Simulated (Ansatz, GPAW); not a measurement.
# C/Sr(110): converging a work function, part 2 of 3

Wanted: a convergence study on the slab C/Sr(110).

GPAW 26.7.0 and Ansatz 0.2.0; Ansatz plane waves; slab in vacuum with a dipole correction, relaxation (the session's first sound run).

So far, upper work function (eV): step 2 (relaxing the atoms) 3.23.

## (3) Plane waves, PBE

The work function is the vacuum plateau of the electrostatic potential less the Fermi level; a dipole layer lets the two faces have plateaus of their own.

This step: GPAW, PAW setups; slab in vacuum (GPAW 26.7.0).

Input file run.py:

```python
import json
import numpy as np
from ase import Atoms
from gpaw import GPAW, PW

slab = Atoms(
    ['Sr', 'Sr', 'Sr', 'Sr', 'Sr', 'C'],
    positions=[
        [0.00000, 0.00000, 8.00000],
        [3.04000, 2.14960, 10.14960],
        [0.00000, -0.00000, 12.16560],
        [3.04000, 2.14960, 14.39642],
        [-0.00000, 0.00000, 16.73068],
        [3.04000, 2.14960, 16.80244]],
    cell=[[6.08, 0.0, 0.0], [0.0, 4.29921, 0.0], [0.0, 0.0, 25.09842]],
    pbc=[True, True, False])

slab.calc = GPAW(mode=PW(500), xc='PBE', kpts={'size': (5, 7, 1), 'gamma': True},
                 occupations={'name': 'fermi-dirac', 'width': 0.1}, nbands='160%',
                 convergence={'density': 1e-05}, maxiter=200,
                 poissonsolver={'dipolelayer': 'xy'},
                 symmetry={'tolerance': 1e-3}, txt='slab.txt')
result = {}
energy = slab.get_potential_energy()
fermi = slab.calc.get_fermi_level()
v = slab.calc.get_electrostatic_potential().mean((0, 1)) - fermi
n = slab.calc.get_pseudo_density().mean((0, 1))
L = slab.cell[2, 2]
z = np.arange(len(v)) * L / len(v)
low, high = slab.positions[:, 2].min(), slab.positions[:, 2].max()
below, above = np.interp([low - 5.8, high + 5.8], z, v)
slopes = [np.interp(x, z, np.gradient(v, z)) for x in (low - 5.8, high + 5.8)]
eps = np.array([[slab.calc.get_eigenvalues(k, s) for k in range(len(slab.calc.get_ibz_k_points()))]
                for s in range(slab.calc.get_number_of_spins())]) - fermi
top, bottom = eps[eps < 0].max(), eps[eps > 0].min()
dipole = slab.get_dipole_moment()[2]
print(f'energy {energy:.4f} eV, Fermi level {fermi:.4f} eV, dipole {dipole:.5f} e A')
print(f'potential 5.8 A off the faces, from the Fermi level: lower {below:.4f} eV, upper {above:.4f} eV')
print(f'slope of the potential there: lower {slopes[0]:.5f}, upper {slopes[1]:.5f} eV/A')
print(f'nearest levels on the mesh: {top:.4f} and {bottom:.4f} eV')
print('magnetic moment', round(slab.get_magnetic_moment(), 3))
result.update(energy=energy, fermi=fermi, dipole=dipole, below=below, above=above, slopes=slopes, edges=[top, bottom],
              z=z.tolist(), v=v.tolist(), n=n.tolist(), positions=slab.positions.tolist(),
              forces=slab.get_forces(apply_constraint=False).tolist(), moments=slab.get_magnetic_moments().tolist())
json.dump(result, open('result.json', 'w'))
```

On the command line:

```
OMP_NUM_THREADS=1 OPENBLAS_NUM_THREADS=1 python run.py
```

Log:

```text
energy -11.8618 eV, Fermi level -0.1171 eV, dipole -0.09078 e A
potential 5.8 A off the faces, from the Fermi level: lower 2.5961 eV, upper 3.2250 eV
slope of the potential there: lower -0.00098, upper 0.00030 eV/A
nearest levels on the mesh: -0.0231 and 0.0131 eV
magnetic moment 0.0
```

Elapsed: 2.2 min, on 1 thread of Intel Xeon 6975P-C (Granite Rapids), shared host; peak memory 0.51 GiB.

This step gave:

| Quantity | Value |
| --- | --- |
| dipole along the normal | -0.09078 e·Å |
| levels nearest the Fermi level on the mesh | -0.02310, 0.01314 eV from the Fermi level |
| upper work function | 3.225 eV |
| lower work function | 2.596 eV |

The electrostatic potential energy of an electron (without an applied field's), less the Fermi level, planar mean oscillates, so the rows of the table below give means over windows of 2.14 Å about each position, cut where the curve ends. Its maxima inside the range that stand out by 2 % of the span (Å: eV): 9.1: -0.903, 11.2: -1.35, 13.3: -0.522, 15.6: 0.517. Its minima: 8.0: -7.08, 10.1: -6.79, 12.2: -6.94, 14.4: -6.62, 16.7: -9.69.

Table of electrostatic potential energy of an electron (without an applied field's), less the Fermi level, planar mean by z; means over each step:

```
z (Å)  electrostatic potential energy of an electron (without an applied field's), less the Fermi level, planar mean (eV)
 1.07                                                                                                                2.62
 3.21                                                                                                                2.59
 5.35                                                                                                                2.33
 7.49                                                                                                               -2.73
 9.63                                                                                                               -3.45
11.77                                                                                                               -3.71
13.91                                                                                                               -3.12
16.05                                                                                                               -3.31
18.19                                                                                                                1.41
20.33                                                                                                                3.20
22.47                                                                                                                3.22
24.61                                                                                                                3.20
```

The pseudo valence density, planar mean oscillates, so the rows of the table below give means over windows of 2.23 Å about each position, cut where the curve ends. Its maxima inside the range that stand out by 2 % of the span (Å: e/Å³): 8.0: 0.303, 10.2: 0.308, 12.1: 0.304, 14.3: 0.300, 16.7: 0.418. Its minima: 9.1: 0.0765, 11.2: 0.0891, 13.2: 0.0700, 15.4: 0.0695.

The pseudo valence density, planar mean by z; means over each step:

```
z (Å)  pseudo valence density, planar mean (e/Å³)
 1.11                                      2.5e-6
 3.34                                      1.5e-4
 5.57                                     0.00553
 7.80                                       0.159
10.03                                       0.178
12.26                                       0.174
14.49                                       0.169
16.72                                       0.231
18.95                                     0.00907
21.18                                      1.0e-4
23.41                                      1.2e-6
```

Force by atom:

```
atom  x (eV/Å)  y (eV/Å)  z (eV/Å)    size
 Sr1    0.0000    0.0000    0.0267  0.0267
 Sr2    0.0000    0.0000   -0.0389  0.0389
 Sr3    0.0000    0.0000    0.0095  0.0095
 Sr4    0.0000    0.0000   -0.0534  0.0534
 Sr5    0.0000    0.0000    0.0058  0.0058
  C6    0.0000    0.0000    0.0497  0.0497
```

The potential is flat to 9.8e-4 eV/Å where it is read, so the vacuum is wide enough. The geometry is the other program's minimum; here the largest force on a free atom is 0.053 eV/Å.

## (4) Cutoff 200

The cutoff limits how sharply the smooth valence waves can vary, which tells mostly near the atoms.

Edit run.py of step 3 so:

```diff
@@ -17,3 +17,3 @@
 
-slab.calc = GPAW(mode=PW(500), xc='PBE', kpts={'size': (5, 7, 1), 'gamma': True},
+slab.calc = GPAW(mode=PW(200), xc='PBE', kpts={'size': (5, 7, 1), 'gamma': True},
                  occupations={'name': 'fermi-dirac', 'width': 0.1}, nbands='160%',
```

Log:

```text
energy -8.0671 eV, Fermi level -0.0975 eV, dipole -0.08967 e A
potential 5.8 A off the faces, from the Fermi level: lower 2.5954 eV, upper 3.2283 eV
slope of the potential there: lower -0.00087, upper 0.00153 eV/A
nearest levels on the mesh: -0.0242 and 0.0185 eV
magnetic moment 0.0
```

Wall time 30 s (1 thread); peak memory 0.21 GiB.

The run finished. A setting was moved off its sound value on purpose, so it serves as a test and not as the result.

The fault put into the input: a cutoff under that of the base run: the energy of the cell lies 3.8 eV from the base value (ecut = 200).

The two runs compared:

```
                     quantity   this run  sound run  difference
dipole along the normal (e·Å)  -0.089673  -0.090776     0.00110
     upper work function (eV)     3.2283     3.2250     0.00332
     lower work function (eV)     2.5954     2.5961     -6.3e-4
```

## (5) Cutoff 300

The cutoff limits how sharply the smooth valence waves can vary, which tells mostly near the atoms.

Edit run.py of step 4 so:

```diff
@@ -17,3 +17,3 @@
 
-slab.calc = GPAW(mode=PW(200), xc='PBE', kpts={'size': (5, 7, 1), 'gamma': True},
+slab.calc = GPAW(mode=PW(300), xc='PBE', kpts={'size': (5, 7, 1), 'gamma': True},
                  occupations={'name': 'fermi-dirac', 'width': 0.1}, nbands='160%',
```

Log:

```text
energy -11.1574 eV, Fermi level -0.1134 eV, dipole -0.09056 e A
potential 5.8 A off the faces, from the Fermi level: lower 2.5962 eV, upper 3.2242 eV
slope of the potential there: lower -0.00102, upper 0.00038 eV/A
nearest levels on the mesh: -0.0231 and 0.0143 eV
magnetic moment 0.0
```

The job ended after 65 s (1 thread; peak memory 0.3 GiB).

The run finished. A setting was moved off its sound value on purpose, so it serves as a test and not as the result.

The fault put into the input: a cutoff under that of the base run: the energy of the cell lies 0.70 eV from the base value (ecut = 300).

Side by side:

```
                     quantity   this run  sound run  difference
dipole along the normal (e·Å)  -0.090562  -0.090776      2.1e-4
     upper work function (eV)     3.2242     3.2250     -8.0e-4
     lower work function (eV)     2.5962     2.5961      1.0e-4
```

## (6) Cutoff 700: ecut = 700

The cutoff limits how sharply the smooth valence waves can vary, which tells mostly near the atoms.

Edit run.py of step 5 so:

```diff
@@ -17,3 +17,3 @@
 
-slab.calc = GPAW(mode=PW(300), xc='PBE', kpts={'size': (5, 7, 1), 'gamma': True},
+slab.calc = GPAW(mode=PW(700), xc='PBE', kpts={'size': (5, 7, 1), 'gamma': True},
                  occupations={'name': 'fermi-dirac', 'width': 0.1}, nbands='160%',
```

Log:

```text
energy -11.8976 eV, Fermi level -0.1172 eV, dipole -0.09072 e A
potential 5.8 A off the faces, from the Fermi level: lower 2.5964 eV, upper 3.2251 eV
slope of the potential there: lower -0.00088, upper 0.00031 eV/A
nearest levels on the mesh: -0.0232 and 0.0131 eV
magnetic moment 0.0
```

Elapsed: 4 min, on 1 thread; peak memory 0.77 GiB.

This step gave:

```yaml
dipole_along_the_normal: -0.09072 e·Å
levels_nearest_the_fermi_level_on_the_mesh: -0.02316, 0.01312 eV from the Fermi level
```

The electrostatic potential energy of an electron (without an applied field's), less the Fermi level, planar mean oscillates, so the rows of the table below give means over windows of 2.12 Å about each position, cut where the curve ends. Its maxima inside the range that stand out by 2 % of the span (Å: eV): 9.1: -0.903, 11.1: -1.35, 13.3: -0.530, 15.5: 0.485. Its minima: 8.0: -7.08, 10.1: -6.77, 12.2: -6.95, 14.4: -6.59, 16.8: -9.75.

Electrostatic potential energy of an electron (without an applied field's), less the Fermi level, planar mean against z; means over each step:

```
z (Å)  electrostatic potential energy of an electron (without an applied field's), less the Fermi level, planar mean (eV)
 1.06                                                                                                                2.62
 3.18                                                                                                                2.59
 5.30                                                                                                                2.35
 7.42                                                                                                               -2.58
 9.54                                                                                                               -3.45
11.66                                                                                                               -3.78
13.78                                                                                                               -3.10
15.90                                                                                                               -3.00
18.02                                                                                                               0.648
20.14                                                                                                                3.19
22.26                                                                                                                3.22
24.38                                                                                                                3.20
```

The pseudo valence density, planar mean oscillates, so the rows of the table below give means over windows of 2.2 Å about each position, cut where the curve ends. Its maxima inside the range that stand out by 2 % of the span (Å: e/Å³): 8.0: 0.303, 10.2: 0.311, 12.2: 0.306, 14.4: 0.304, 16.8: 0.415. Its minima: 9.1: 0.0762, 11.1: 0.0893, 13.3: 0.0689, 15.5: 0.0691.

Table of pseudo valence density, planar mean by z; means over each step:

```
z (Å)  pseudo valence density, planar mean (e/Å³)
 1.10                                      2.4e-6
 3.30                                      1.4e-4
 5.50                                     0.00485
 7.70                                       0.157
 9.90                                       0.179
12.10                                       0.177
14.30                                       0.170
16.50                                       0.233
18.70                                      0.0172
20.90                                      1.8e-4
23.10                                      2.3e-6
```

Force by atom:

```
atom  x (eV/Å)  y (eV/Å)  z (eV/Å)    size
 Sr1    0.0000    0.0000    0.0260  0.0260
 Sr2    0.0000    0.0000   -0.0391  0.0391
 Sr3    0.0000    0.0000    0.0098  0.0098
 Sr4    0.0000    0.0000   -0.0541  0.0541
 Sr5    0.0000    0.0000    0.0055  0.0055
  C6    0.0000    0.0000    0.0501  0.0501
```

The upper face's work function is 3.225 eV, against 3.225 eV in the first plane-wave PBE run at this geometry.

## (7) K mesh 2×2

The mesh in the plane samples the bands: a metal's Fermi level needs it dense, and band edges must lie on it.

Edit run.py of step 6 so:

```diff
@@ -17,3 +17,3 @@
 
-slab.calc = GPAW(mode=PW(700), xc='PBE', kpts={'size': (5, 7, 1), 'gamma': True},
+slab.calc = GPAW(mode=PW(500), xc='PBE', kpts={'size': (2, 2, 1), 'gamma': True},
                  occupations={'name': 'fermi-dirac', 'width': 0.1}, nbands='160%',
```

Log:

```text
energy -11.8119 eV, Fermi level -0.0446 eV, dipole -0.11584 e A
potential 5.8 A off the faces, from the Fermi level: lower 2.4028 eV, upper 3.2054 eV
slope of the potential there: lower -0.00143, upper 0.00037 eV/A
nearest levels on the mesh: -0.0292 and 0.0254 eV
magnetic moment 0.0
```

Wall time 58 s (1 thread); peak memory 0.39 GiB.

The run finished with changed settings (kpts = [2, 2]); it serves as a test.

Side by side:

```
                     quantity  this run  sound run  difference
dipole along the normal (e·Å)  -0.11584  -0.090776     -0.0251
     upper work function (eV)    3.2054     3.2250     -0.0196
     lower work function (eV)    2.4028     2.5961      -0.193
```

The two runs differ clearly in the dipole along the normal: -0.116 e·Å against -0.0908 e·Å.

## (8) K mesh 3×4

The mesh in the plane samples the bands: a metal's Fermi level needs it dense, and band edges must lie on it.

Edit run.py of step 7 so:

```diff
@@ -17,3 +17,3 @@
 
-slab.calc = GPAW(mode=PW(500), xc='PBE', kpts={'size': (2, 2, 1), 'gamma': True},
+slab.calc = GPAW(mode=PW(500), xc='PBE', kpts={'size': (3, 4, 1), 'gamma': True},
                  occupations={'name': 'fermi-dirac', 'width': 0.1}, nbands='160%',
```

Log:

```text
energy -11.9022 eV, Fermi level -0.1257 eV, dipole -0.08904 e A
potential 5.8 A off the faces, from the Fermi level: lower 2.6104 eV, upper 3.2273 eV
slope of the potential there: lower -0.00102, upper 0.00029 eV/A
nearest levels on the mesh: -0.0226 and 0.0956 eV
magnetic moment 0.0
```

Wall time 68 s (1 thread); peak memory 0.42 GiB.

The run finished with changed settings (kpts = [3, 4]); it serves as a test.

The two runs compared:

```
                     quantity   this run  sound run  difference
dipole along the normal (e·Å)  -0.089042  -0.090776     0.00173
     upper work function (eV)     3.2273     3.2250     0.00233
     lower work function (eV)     2.6104     2.5961      0.0143
```

## (9) K mesh 8×10: kpts = [8, 10]

The mesh in the plane samples the bands: a metal's Fermi level needs it dense, and band edges must lie on it.

Edit run.py of step 8 so:

```diff
@@ -17,3 +17,3 @@
 
-slab.calc = GPAW(mode=PW(500), xc='PBE', kpts={'size': (3, 4, 1), 'gamma': True},
+slab.calc = GPAW(mode=PW(500), xc='PBE', kpts={'size': (8, 10, 1), 'gamma': True},
                  occupations={'name': 'fermi-dirac', 'width': 0.1}, nbands='160%',
```

Log:

```text
energy -11.8621 eV, Fermi level -0.1169 eV, dipole -0.09085 e A
potential 5.8 A off the faces, from the Fermi level: lower 2.5946 eV, upper 3.2241 eV
slope of the potential there: lower -0.00099, upper 0.00030 eV/A
nearest levels on the mesh: -0.0013 and 0.0079 eV
magnetic moment 0.0
```

Elapsed: 5.1 min, on 1 thread; peak memory 0.8 GiB.

Numbers from this step:

* dipole along the normal: -0.09085 e·Å
* levels nearest the Fermi level on the mesh: -0.001303, 0.007928 eV from the Fermi level
* upper work function: 3.224 eV
* lower work function: 2.595 eV

The upper face's work function is 3.224 eV, against 3.225 eV in the first plane-wave PBE run at this geometry.

(Continued in part 3 of 3.)

[Logs are printed without paths, hosts, clocks, repeated set-up lines and the standing remarks that a program may print on its own settings, such as how far it seeks lower states.]

[Hosts, paths, dates, database ids (printed as entryN), source tags and the programs' standing remarks are cut or masked in the printed files.]
